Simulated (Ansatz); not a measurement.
**(InP)2(CdSe)2 [001] superlattice, started as zinc blende: phonons and vibrational spectra**

Wanted: vibrations and spectra of (InP)2(CdSe)2 [001] superlattice, started as zinc blende; the cell is already relaxed.

Calculated with Ansatz 0.2.0; DFT PBEsol, scalar-relativistic, plane waves, PAW.

The structure was built from a prototype and need not be the compound's stable phase.

The structure is orthorhombic, space group Pmm2 (No. 25). Conventional cell: a = 4.200 Å, b = 4.263 Å, c = 11.992 Å, α = 90.00°, β = 90.00°, γ = 90.00°. Nearest to Cd lie 2 P at 2.50 Å and 2 Se at 2.69 Å. Cd has 4 Se at 2.58 to 2.68 Å nearest. In has 2 P at 2.51 Å and 2 Se at 2.67 Å nearest. Nearest to In lie 4 P at 2.52 to 2.60 Å. Nearest to P lie 4 In at 2.51 to 2.60 Å. P has 2 Cd at 2.50 Å and 2 In at 2.52 Å nearest. Farther neighbours and most contacts between anions are not listed.

| Item | Value |
| --- | --- |
| space group (within 0.01 Å) | Pmm2 |
| volume per atom | 26.8 Å³ |
| gap on the k-mesh | 0.0650 eV |
| highest optical mode at the zone centre (no LO-TO term) | 336 cm⁻¹ |
| lowest optical zone-centre mode | 33.3 cm⁻¹ |
| imaginary modes at Γ (the only wavevector solved) | none |

What this shows: The structure is stable against zone-centre distortions, since no mode there is imaginary; other wavevectors were not solved, so zone-boundary instabilities are untested. Without the field, the optical modes at Γ span 33 to 336 cm⁻¹. No dispersion was computed. The highest mode in this list at Γ, 336.4 cm⁻¹, is mostly motion of P (84 % of the kinetic energy). The starting cell was built on a prototype and not taken from a measurement, so the phase need not exist. These are harmonic frequencies at zero temperature: anharmonic shifts, linewidths and thermal expansion are left out.

What was the input of the first run?

The input that was used:

input.yaml

```yaml
crystal:
  lattice:
    - [2.9701559016, 2.9701559016, 0.0]
    - [-3.014740327, 3.014740327, 0.0]
    - [0.0, 0.0, 11.9924945439]
  atoms:
    - { symbol: Cd, position: [0.0, 0.0, 0.4811906035] }
    - { symbol: Cd, position: [0.5, 0.5, 0.742413829] }
    - { symbol: In, position: [0.0, 0.0, 0.0159509811] }
    - { symbol: In, position: [0.5, 0.5, 0.2555489634] }
    - { symbol: P, position: [0.5, 0.0, 0.1308604424] }
    - { symbol: P, position: [0.0, 0.5, 0.3715112349] }
    - { symbol: Se, position: [0.5, 0.0, 0.6212464786] }
    - { symbol: Se, position: [0.0, 0.5, 0.8812774675] }
kpoints:
  mp_grid: { grid: [8, 8, 4] }
hamiltonian:
  xc: pbesol
scf:
  occupations: { method: gaussian, width: 0.01 }
output:
  eigenvalues: true
phonons:
  method: dfpt
```

Launch:

```console
$ ansatz run input.yaml --threads 4 --pin off --max-ram 14336MiB --backend cpu --events-out ev --progress --plain --runs-dir out
```

[Logs are printed without paths, hosts, clocks, repeated set-up lines and the standing remarks that a program may print on its own settings, such as how far it seeks lower states.]

[Hosts, paths, dates, database ids (printed as entryN), source tags and the programs' standing remarks are cut or masked in the printed files.]
